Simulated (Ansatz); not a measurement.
# Ag3AuSe2 (I4_132): converging the G0W0 gap

Wanted: a G0W0 gap for Ag3AuSe2 (I4_132) that is converged in bands and cutoff, or an estimate of the limit.

Main program and level: Ansatz 0.2.0; G0W0 on r2SCAN, plane waves, PAW.

In doubt: one-shot GW on d or f shells is unsure, so the values of those runs are not to be relied on.

## 1. The structure

It takes space group I4_132 (No. 214, cubic). The conventional cell has a = 9.950 Å, b = 9.950 Å, c = 9.950 Å, α = 90.00°, β = 90.00°, γ = 90.00°. Nearest to Ag lie 4 Se at 2.74 to 2.87 Å and 2 Au at 3.01 Å and 2 Ag at 3.01 Å. Nearest to Se lie 1 Au at 2.48 Å and 6 Ag at 2.74 to 2.87 Å. Nearest to Au lie 2 Se at 2.48 Å. Farther neighbours and most contacts between anions are not listed.

Geometry: measured cell, ions relaxed with r2SCAN. The runs that relaxed it are not among those shown. Spin-orbit coupling is left out unless a step names it.

## 2. 800 empty bands, screening to 80 eV

Now the one-shot GW correction: screening in the RPA, then the self-energy of the levels asked for. This step takes hard PAW files.

input.yaml

```yaml
crystal:
  lattice:
    - [-4.975, 4.975, 4.975]
    - [4.975, -4.975, 4.975]
    - [4.975, 4.975, -4.975]
  atoms:
    - { symbol: Ag, position: [0.25, 0.6207106707, 0.3707106707] }
    - { symbol: Ag, position: [0.6207106707, 0.75, 0.3707106707] }
    - { symbol: Ag, position: [0.75, 0.8792893293, 0.1292893293] }
    - { symbol: Ag, position: [0.8792893293, 0.25, 0.1292893293] }
    - { symbol: Ag, position: [0.3707106707, 0.25, 0.6207106707] }
    - { symbol: Ag, position: [0.3707106707, 0.6207106707, 0.75] }
    - { symbol: Ag, position: [0.1292893293, 0.75, 0.8792893293] }
    - { symbol: Ag, position: [0.1292893293, 0.8792893293, 0.25] }
    - { symbol: Ag, position: [0.25, 0.1292893293, 0.8792893293] }
    - { symbol: Ag, position: [0.6207106707, 0.3707106707, 0.25] }
    - { symbol: Ag, position: [0.75, 0.3707106707, 0.6207106707] }
    - { symbol: Ag, position: [0.8792893293, 0.1292893293, 0.75] }
    - { symbol: Se, position: [0.5378148057, 0.5378148057, 0.5378148057] }
    - { symbol: Se, position: [0.5378148057, 0.5, 0.0] }
    - { symbol: Se, position: [0.5, 0.0, 0.9621851943] }
    - { symbol: Se, position: [0.0, 0.5378148057, 0.5] }
    - { symbol: Se, position: [0.9621851943, 0.5, 0.0] }
    - { symbol: Se, position: [0.9621851943, 0.9621851943, 0.9621851943] }
    - { symbol: Se, position: [0.0, 0.9621851943, 0.5] }
    - { symbol: Se, position: [0.5, 0.0, 0.5378148057] }
    - { symbol: Au, position: [0.25, 0.25, 0.25] }
    - { symbol: Au, position: [0.25, 0.5, 0.0] }
    - { symbol: Au, position: [0.5, 0.0, 0.25] }
    - { symbol: Au, position: [0.0, 0.25, 0.5] }
kpoints:
  mp_grid: { grid: [2, 2, 2] }
hamiltonian:
  xc: r2scan
  pseudopotentials: { kind: paw, source: ansatz }
scf:
  occupations: { method: fixed }
gw:
  n_empty_bands: 800
  ecut_chi: 80.0
  qp_bands: [v4, c4]
  qp_kpoints: band_edges
  screening: { model: contour_deformation }
```

The run is started by

```bash
$ ansatz run input.yaml --threads 16 --pin off --max-ram 82944MiB --backend cuda --events-out ev --progress --plain --runs-dir out --devices 1 --max-vram 78GiB
```

Numbers of over 12 decimals in the logs are rounded to 6 here.

Output:

```text
GPUs: using 1 of 1 available (devices: 1).
Engine: ansatz 0.2.0, aarch64-unknown-linux-gnu
Pseudopotentials: kind: paw
Pseudopotential: Ag, paw, valence charge 19, recommended cutoff 680 eV (meta_gga), Ag.paw.azcp
Pseudopotential: Se, paw, valence charge 16, recommended cutoff 820 eV (meta_gga), Se.paw.azcp
Pseudopotential: Au, paw, valence charge 19, recommended cutoff 930 eV (meta_gga), Au.paw.azcp
Functional definition: r2SCAN
  parameter k0 = 0.174
  parameter k1 = 0.065
  parameter a1 = 4.9479
  exchange = r2scan_x(k0 = k0, k1 = k1, a1 = a1)
  correlation = r2scan_c
[...]
Crystal: 24 atoms, lattice volume = 492.537 Å³
Basis set: ecut = 930 eV, 31677 PW (Γ), exchange–correlation on 432×432×432 points (64 copies of the dense FFT grid, shifted against one another)
Bands: 260, of which v1, the nominal top of the filled ones, is band 216 counted from 1 (215 counted from 0)
Symmetry: 24 space group operations
Space group: I4132 (ITA 214), of the structure as read, at distance tolerance 7.9e-5 Å
k-points: 3 of 8
Non-local potential: Ag, projectors of the file, l = 0: 3, l = 1: 2, l = 2: 2, l = 3: 2
Non-local potential: Se, projectors of the file, l = 0: 2, l = 1: 2, l = 2: 3, l = 3: 1
Non-local potential: Au, projectors of the file, l = 0: 3, l = 1: 3, l = 2: 2, l = 3: 2
PAW form: soft (Blöchl's): semilocal exchange-correlation on the pseudo side does not see the compensation charge
PAW frozen core: Ag, regenerated for the run's functional (the file was generated under x = pbe(κ = 0.804, μ = 0.219515), c = pbe(β = 0.066725))
PAW frozen core: Se, regenerated for the run's functional (the file was generated under x = pbe(κ = 0.804, μ = 0.219515), c = pbe(β = 0.066725))
PAW frozen core: Au, regenerated for the run's functional (the file was generated under x = pbe(κ = 0.804, μ = 0.219515), c = pbe(β = 0.066725))
PAW one-centre angular grid: Ag, 590 points (default); XC on 160 Gauss nodes
PAW one-centre angular grid: Se, 590 points (default); XC on 160 Gauss nodes
PAW one-centre angular grid: Au, 590 points (default); XC on 255 of its mesh's 1761 points in the sphere
Initial density: superposition of atomic densities (chi_scale 0.1, normalization cell, long waves kept (reshape's long-wave potential 0.07 eV rms))
Initial wavefunctions: pseudopotential atomic-orbital guess
[...]
Functional: x = r2scan, c = r2scan; τ floored in thin density (d = 2e-4 eV/Å³)
SCF iter   1: F=—  HF=-188040.015826 eV  |F-HF|=—  |Δ(HF+E_count)|=         —  Δρ=8.97e-2  dr2=8.24e1  dr2_τ=1.04e1  ethr=3.10e-3  ⟨swp⟩=4.3  Hψ=2122  notcnv=0  defer=121
preconditioner: auto → Resta (q_TF=auto, 2.669 Å⁻¹)  ε∞=6.5  [insulator: Δε(μ)=0.226 eV  Ē_g=10.668 eV  n_scr=140 (ndim 8)  ℏωp=25.0 eV  f_vac=0.046  ε∞_Penn≈6.5]
SCF iter   2: F=—  HF=-188026.009440 eV  |F-HF|=—  |Δ(HF+E_count)|=    1.40e1  Δρ=2.35e-2  dr2=2.48e0  dr2_τ=1.12e1  ethr=3.10e-3  ⟨swp⟩=3.0  Hψ=1575  notcnv=0  defer=124
SCF iter   3: F=—  HF=-188025.540185 eV  |F-HF|=—  |Δ(HF+E_count)|=   4.69e-1  Δρ=1.20e-2  dr2=9.04e-1  dr2_τ=5.34e-2  ethr=5.74e-4  ⟨swp⟩=2.0  Hψ=1505  notcnv=0  defer=124
SCF iter   4: F=—  HF=-188025.284817 eV  |F-HF|=—  |Δ(HF+E_count)|=   2.55e-1  Δρ=4.26e-3  dr2=1.47e-1  dr2_τ=3.52e-3  ethr=2.09e-4  ⟨swp⟩=2.7  Hψ=1320  notcnv=0  defer=124
SCF iter   5: F=—  HF=-188025.238871 eV  |F-HF|=—  |Δ(HF+E_count)|=   4.59e-2  Δρ=1.30e-3  dr2=2.36e-2  dr2_τ=1.02e-3  ethr=3.39e-5  ⟨swp⟩=2.0  Hψ=1014  notcnv=0  defer=124
SCF iter   6: F=—  HF=-188025.234841 eV  |F-HF|=—  |Δ(HF+E_count)|=   4.03e-3  Δρ=4.91e-4  dr2=1.90e-3  dr2_τ=2.39e-4  ethr=5.46e-6  ⟨swp⟩=2.0  Hψ=1014  notcnv=0  defer=124
[...]
SCF iter   9: F=—  HF=-188025.234949 eV  |F-HF|=—  |Δ(HF+E_count)|=   1.19e-5  Δρ=1.74e-5  dr2=2.85e-6  dr2_τ=1.45e-7  ethr=1.59e-8  ⟨swp⟩=2.0  Hψ=1201  notcnv=0  defer=110
SCF iter  10: F=—  HF=-188025.234950 eV  |F-HF|=—  |Δ(HF+E_count)|=   2.92e-7  Δρ=4.33e-6  dr2=1.22e-7  dr2_τ=1.84e-8  ethr=6.59e-10  ⟨swp⟩=2.0  Hψ=994  notcnv=0  defer=110
SCF iter  11: F=-188025.234950 eV  HF=-188025.234950 eV  |F-HF|=6.98e-10  |Δ(HF+E_count)|=   4.25e-8  Δρ=1.22e-6  dr2=8.03e-9  dr2_τ=2.33e-9  ethr=2.31e-11  ⟨swp⟩=11.3  Hψ=3921  notcnv=0
SCF 1 converged in 11 iterations: F = -188025.234950 eV  dr2 = 8.03e-9
[...]
SCF converged after 11 iterations
[...]
--- G₀W₀: contour deformation, 8 samples at zero and on the imaginary axis and 2 off it, 8 q-points, 800 empty bands' worth ---
  eigenvalues of the whole cell's RPA ε∞ on this k-mesh (on a slab, of 1 + 4πα/V) = 23.0375, 23.0375, 23.0375; static W/v taken at q = 0 is 0.043408
  bands read: the sum over 1016 bands ends inside a degenerate multiplet in 1 slot, whose members it reads at an even weight; the widest, k=2: bands 1016 to 1018 (counted from 1) at 1/3 each
  gw.qp_kpoints: band_edges: 3 of 3 stored k-points solved, in 1 pass; an edge of the gap read off the rows below is read off those points alone
    ik  band        ε_KS         Σx   Σc(E_QP)       V_xc       Z   E_QP_lin       E_QP  E_QP is
     0   213     13.5343   -24.6133     2.8184   -21.8806  0.7426    13.6198    13.6201  root
     0   214     13.5343   -24.6133     2.8184   -21.8806  0.7426    13.6198    13.6201  root
     0   215     13.8145   -24.4523     2.7412   -21.8004  0.7453    13.9034    13.9038  root
     0   216     13.8145   -24.4523     2.7412   -21.8004  0.7453    13.9034    13.9038  root
     0   217     14.2755   -13.3605    -3.2347   -16.8288  0.7695    14.5114    14.5091  root
     0   218     14.6301   -10.7825    -3.0626   -13.8841  0.7758    14.6692    14.6692  root
     0   219     14.6301   -10.7825    -3.0626   -13.8841  0.7758    14.6692    14.6692  root
     0   220     15.0269   -11.9467    -3.4408   -15.5494  0.7718    15.1897    15.1887  root
     1   213     13.2735   -24.2924     2.8934   -21.4496  0.7397    13.3241    13.3242  root
     1   214     13.3776   -24.5497     2.8317   -21.7771  0.7420    13.4365    13.4367  root
     1   215     13.5354   -25.1290     2.7839   -22.4418  0.7448    13.6317    13.6321  root
     1   216     13.7578   -24.3635     2.6859   -21.7677  0.7457    13.8475    13.8478  root
     1   217     15.1174   -11.7209    -3.4083   -15.3115  0.7684    15.3010    15.2997  root
     1   218     15.6777   -12.7690    -3.0791   -16.0377  0.7651    15.8688    15.8673  root
     1   219     16.0975   -11.3553    -3.6146   -15.1423  0.7641    16.2712    16.2700  root
     1   220     16.1522   -11.1376    -3.5816   -14.8769  0.7647    16.3110    16.3100  root
     2   213     12.9500   -26.4575     2.8410   -23.7096  0.7437    13.0427    13.0431  root
     2   214     13.0812   -26.5985     3.1901   -23.4753  0.7375    13.1478    13.1481  root
     2   215     13.0812   -26.5985     3.1901   -23.4753  0.7375    13.1478    13.1481  root
     2   216     13.0812   -26.5985     3.1901   -23.4753  0.7375    13.1478    13.1481  root
     2   217     15.8998   -10.9248    -3.3809   -14.4215  0.7679    16.0161    16.0156  root
     2   218     15.8998   -10.9248    -3.3809   -14.4215  0.7679    16.0161    16.0156  root
     2   219     15.8998   -10.9248    -3.3809   -14.4215  0.7679    16.0161    16.0156  root
     2   220     16.4440   -12.3409    -3.5075   -16.0839  0.7586    16.6819    16.6794  root
```

Run time: 16 s. Hardware: 1 × NVIDIA GB200 (shared by 2 runs) with 16 threads of Arm Neoverse V2, shared host; peak memory 9.3 GiB; 46 s of CPU time.

Numbers from this step:

* bands summed: 1016
* RPA ε∞ on this mesh (eigenvalues): 23.04, 23.04, 23.04
* plane waves in the screening matrix: 791
* q-points in the mesh: 8
* G0W0 gap on the mesh: 0.6053 eV
* k of the valence top: 0, 0, 0
* k of the conduction bottom: 0, 0, 0
* starting gap on the mesh: 0.4610 eV
* Z at the valence top: 0.7453
* Z at the conduction bottom: 0.7695
* least direct G0W0 gap on the computed points: 0.6053 eV

The gap on the mesh goes from 0.46 eV to 0.61 eV, a correction of +0.14 eV. Between the two edge states, bare exchange in place of the xc potential would open the gap by 6.12 eV, and correlation takes back 5.98 eV.

## 3. 1470 empty bands, screening to 120 eV

Bands and screening cutoff are moved together, since each hides the error of the other.

Edit input.yaml of step 2 so:

```diff
@@ -38,4 +38,4 @@
 gw:
-  n_empty_bands: 800
-  ecut_chi: 80.0
+  n_empty_bands: 1470
+  ecut_chi: 120.0
   qp_bands: [v4, c4]
```

Output:

```text
GPUs: using 1 of 1 available (devices: 1).
[...]
Crystal: 24 atoms, lattice volume = 492.537 Å³
Basis set: ecut = 930 eV, 31677 PW (Γ), exchange–correlation on 432×432×432 points (64 copies of the dense FFT grid, shifted against one another)
Bands: 260, of which v1, the nominal top of the filled ones, is band 216 counted from 1 (215 counted from 0)
Symmetry: 24 space group operations
[...]
k-points: 3 of 8
[...]
SCF iter   1: F=—  HF=-188040.015826 eV  |F-HF|=—  |Δ(HF+E_count)|=         —  Δρ=8.97e-2  dr2=8.24e1  dr2_τ=1.04e1  ethr=3.10e-3  ⟨swp⟩=4.3  Hψ=2122  notcnv=0  defer=121
[...]
SCF iter   6: F=—  HF=-188025.234841 eV  |F-HF|=—  |Δ(HF+E_count)|=   4.03e-3  Δρ=4.91e-4  dr2=1.90e-3  dr2_τ=2.39e-4  ethr=5.46e-6  ⟨swp⟩=2.0  Hψ=1014  notcnv=0  defer=124
[...]
SCF iter   9: F=—  HF=-188025.234949 eV  |F-HF|=—  |Δ(HF+E_count)|=   1.19e-5  Δρ=1.74e-5  dr2=2.85e-6  dr2_τ=1.45e-7  ethr=1.59e-8  ⟨swp⟩=2.0  Hψ=1201  notcnv=0  defer=110
[...]
SCF iter  11: F=-188025.234950 eV  HF=-188025.234950 eV  |F-HF|=6.98e-10  |Δ(HF+E_count)|=   4.25e-8  Δρ=1.22e-6  dr2=8.03e-9  dr2_τ=2.33e-9  ethr=2.31e-11  ⟨swp⟩=11.3  Hψ=3921  notcnv=0
SCF 1 converged in 11 iterations: F = -188025.234950 eV  dr2 = 8.03e-9
[...]
SCF converged after 11 iterations
[...]
0   213     13.5343   -24.6133     2.6183   -21.8806  0.7408    13.4195    13.4200  root
     0   214     13.5343   -24.6133     2.6183   -21.8806  0.7408    13.4195    13.4200  root
     0   215     13.8145   -24.4523     2.5365   -21.8004  0.7435    13.6985    13.6990  root
     0   216     13.8145   -24.4523     2.5365   -21.8004  0.7435    13.6985    13.6990  root
     0   217     14.2755   -13.3605    -3.4127   -16.8288  0.7681    14.3312    14.3311  root
     0   218     14.6301   -10.7825    -3.1934   -13.8841  0.7750    14.5386    14.5382  root
     0   219     14.6301   -10.7825    -3.1934   -13.8841  0.7750    14.5386    14.5382  root
     0   220     15.0269   -11.9467    -3.6017   -15.5494  0.7708    15.0278    15.0278  root
[...]
2   217     15.8998   -10.9248    -3.5321   -14.4215  0.7670    15.8644    15.8643  root
     2   218     15.8998   -10.9248    -3.5321   -14.4215  0.7670    15.8644    15.8643  root
     2   219     15.8998   -10.9248    -3.5321   -14.4215  0.7670    15.8644    15.8643  root
     2   220     16.4440   -12.3409    -3.6751   -16.0839  0.7574    16.5120    16.5117  root
```

Wall time 30 s (1 × NVIDIA GB200 (shared by 2 runs) with 16 threads); peak memory 12 GiB; 80 s of CPU time.

Numbers from this step:

* bands summed: 1686
* RPA ε∞ on this mesh (eigenvalues): 22.97, 22.97, 22.97
* plane waves in the screening matrix: 1481
* q-points in the mesh: 8
* G0W0 gap on the mesh: 0.6320 eV
* k of the valence top: 0, 0, 0
* k of the conduction bottom: 0, 0, 0
* starting gap on the mesh: 0.4610 eV
* Z at the valence top: 0.7435
* Z at the conduction bottom: 0.7681
* least direct G0W0 gap on the computed points: 0.6320 eV

Against the run with 2×2×2 mesh, 800 empty bands, screening to 80 eV, hard PAW files, the gap moves by +0.03 eV.

## 4. 2929 empty bands, screening to 190 eV

Edit input.yaml of step 3 so:

```diff
@@ -38,4 +38,4 @@
 gw:
-  n_empty_bands: 1470
-  ecut_chi: 120.0
+  n_empty_bands: 2929
+  ecut_chi: 190.0
   qp_bands: [v4, c4]
```

Output:

```text
GPUs: using 1 of 1 available (devices: 1).
[...]
Crystal: 24 atoms, lattice volume = 492.537 Å³
Basis set: ecut = 930 eV, 31677 PW (Γ), exchange–correlation on 432×432×432 points (64 copies of the dense FFT grid, shifted against one another)
Bands: 260, of which v1, the nominal top of the filled ones, is band 216 counted from 1 (215 counted from 0)
Symmetry: 24 space group operations
[...]
k-points: 3 of 8
[...]
0   219     14.6301   -10.7825    -3.2833   -13.8841  0.7745    14.4495    14.4484  root
     0   220     15.0269   -11.9467    -3.7319   -15.5494  0.7702    14.8982    14.8976  root
[...]
2   217     15.8998   -10.9248    -3.6410   -14.4215  0.7666    15.7562    15.7555  root
     2   218     15.8998   -10.9248    -3.6410   -14.4215  0.7666    15.7562    15.7555  root
     2   219     15.8998   -10.9248    -3.6410   -14.4215  0.7666    15.7562    15.7555  root
     2   220     16.4440   -12.3409    -3.8084   -16.0839  0.7567    16.3787    16.3785  root
[key lines of the parts left out:]
SCF converged after 11 iterations
```

The job ended after 67 s (1 × NVIDIA GB200 (shared by 2 runs) with 16 threads; peak memory 21 GiB; 2.8 min of CPU time).

Numbers from this step:

* bands summed: 3145
* RPA ε∞ on this mesh (eigenvalues): 22.95, 22.95, 22.95
* plane waves in the screening matrix: 2899
* G0W0 gap on the mesh: 0.6297 eV
* k of the valence top: 0, 0, 0
* k of the conduction bottom: 0, 0, 0
* starting gap on the mesh: 0.4610 eV
* least direct G0W0 gap on the computed points: 0.6297 eV

Against the run with 2×2×2 mesh, 1470 empty bands, screening to 120 eV, hard PAW files, the gap moves by −0.002 eV.

## 5. 5240 empty bands, screening to 280 eV

Edit input.yaml of step 4 so:

```diff
@@ -38,4 +38,4 @@
 gw:
-  n_empty_bands: 2929
-  ecut_chi: 190.0
+  n_empty_bands: 5240
+  ecut_chi: 280.0
   qp_bands: [v4, c4]
```

Output:

```text
GPUs: using 1 of 1 available (devices: 1).
[...]
Crystal: 24 atoms, lattice volume = 492.537 Å³
Basis set: ecut = 930 eV, 31677 PW (Γ), exchange–correlation on 432×432×432 points (64 copies of the dense FFT grid, shifted against one another)
Bands: 260, of which v1, the nominal top of the filled ones, is band 216 counted from 1 (215 counted from 0)
Symmetry: 24 space group operations
[...]
k-points: 3 of 8
[...]
0   219     14.6301   -10.7825    -3.3205   -13.8841  0.7741    14.4127    14.4113  root
     0   220     15.0269   -11.9467    -3.7873   -15.5494  0.7698    14.8434    14.8423  root
[...]
2   217     15.8998   -10.9248    -3.6897   -14.4215  0.7663    15.7080    15.7067  root
     2   218     15.8998   -10.9248    -3.6897   -14.4215  0.7663    15.7080    15.7067  root
     2   219     15.8998   -10.9248    -3.6897   -14.4215  0.7663    15.7080    15.7067  root
     2   220     16.4440   -12.3409    -3.8719   -16.0839  0.7564    16.3156    16.3150  root
[key lines of the parts left out:]
SCF converged after 11 iterations
```

Elapsed: 4.4 min, on 1 × NVIDIA GB200 (shared by 2 runs) with 16 threads; peak memory 35 GiB; 6.5 min of CPU time.

Numbers from this step:

```
bands summed                                 : 5456
RPA ε∞ on this mesh (eigenvalues)            : 22.92, 22.92, 22.92
plane waves in the screening matrix          : 5281
G0W0 gap on the mesh                         : 0.6359 eV
k of the valence top                         : 0, 0, 0
k of the conduction bottom                   : 0, 0, 0
starting gap on the mesh                     : 0.4610 eV
least direct G0W0 gap on the computed points : 0.6359 eV
```

Against the run with 2×2×2 mesh, 2929 empty bands, screening to 190 eV, hard PAW files, the gap moves by +0.006 eV.

(Part 1 of 2 ends here.)

[Paths, hosts, dates, memory and timing lines, banners, echoed tables and standing remarks are left out of the program output.]

[Logs are printed without paths, hosts, clocks, repeated set-up lines and the standing remarks that a program may print on its own settings, such as how far it seeks lower states.]

[Runs of the session that timed out or met a known fault of the program may be left out.]

[Cells called generated may have been cut or substituted from an entry of the Crystallography Open Database or the Materials Project.]

[Hosts, paths, dates, database ids (printed as entryN), source tags and the programs' standing remarks are cut or masked in the printed files.]
